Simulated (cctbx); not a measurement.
## Reading a Patterson map

Space group P4/mmm (no. 123), a = 3.9540 Å, b = 3.9540 Å, c = 6.8660 Å, α = 90.00°, β = 90.00°, γ = 90.00°, content Pt5 W1 Si1.

Simulated single-crystal data (cctbx): Mo Kα, λ = 0.71073 Å, to d = 0.7 Å, 80 % of the full sphere, strongest reflection 70000 counts, noise from counting, a 4 % proportional error and a noise floor of 15 counts (s.d.); no absorption.

Patterson synthesis, origin scaled to 1000:

```text
Patterson group P 4/m m m
      u       v       w   height  length (A)
  0.000   0.000   0.000   1000.0     0.00
  0.500   0.500   0.000    996.7     2.80
  0.000   0.500   0.300    654.6     2.86
  0.000   0.000   0.398    312.3     2.73
  0.500   0.500   0.398    312.1     3.91
  0.116   0.223   0.054      7.4     1.06
  0.277   0.383   0.054      7.3     1.91
  0.000   0.118   0.135      5.9     1.04
  0.000   0.198   0.500      5.9     3.52
  0.382   0.500   0.135      5.8     2.66
  0.302   0.500   0.500      5.8     4.14
  0.000   0.302   0.202      5.2     1.83
  0.198   0.500   0.202      5.1     2.54
  0.000   0.221   0.077      5.1     1.02
```

Q: Assign the vectors.

A peak at u stands for all pairs with xi − xj = u, with weight Σ ZiZj against Σ Z² = 36092 at the origin. Peak heights follow these weights only roughly, since form factors, motion and series ripples differ, all vectors within 0.55 Å of a peak are counted as merged into it though the farther ones add only part of their weight, and F(000) is left out, which lowers the whole map:

| u | v | w | shortest length (Å) | height | 1000 ΣZiZj/ΣZ² | pairs in the cell |
| --- | --- | --- | --- | --- | --- | --- |
| 0.500 | 0.500 | 0.000 | 2.80 | 997 | 994 | 4 × Pt–Pt, 2 × Pt–W |
| 0.000 | 0.500 | 0.300 | 2.86 | 655 | 657 | 2 × Pt–Pt, 2 × Pt–W |
| 0.000 | 0.000 | 0.398 | 2.73 | 312 | 337 | 2 × Pt–Pt |
| 0.500 | 0.500 | 0.398 | 3.91 | 312 | 337 | 2 × Pt–Pt |

The table stops at ten peaks or at a height of 45, below which ripples compete. In the model behind the data Pt, the heaviest element, has 2 independent sites: (0, 0, 0) and (1/2, 0, 0.7001), up to an allowed shift of origin; the Pt–Pt vectors are differences of these positions and their symmetry mates. Elements of similar Z can't be told apart from the map alone. The whole model:

| atom | mult. | x | y | z | Ueq (Å²) |
| --- | --- | --- | --- | --- | --- |
| Pt1 | 1 | 0 | 0 | 0 | 0.0096 |
| Pt2 | 4 | 1/2 | 0 | 0.7001 | 0.0114 |
| W1 | 1 | 1/2 | 1/2 | 0 | 0.0102 |
| Si1 | 1 | 0 | 0 | 1/2 | 0.0222 |

The model was made for the exercise: a known structure type with other elements put in, its volume estimated, not relaxed; displacement parameters are assumed.

[Logs are printed without paths, hosts, clocks, repeated set-up lines and the standing remarks that a program may print on its own settings, such as how far it seeks lower states.]
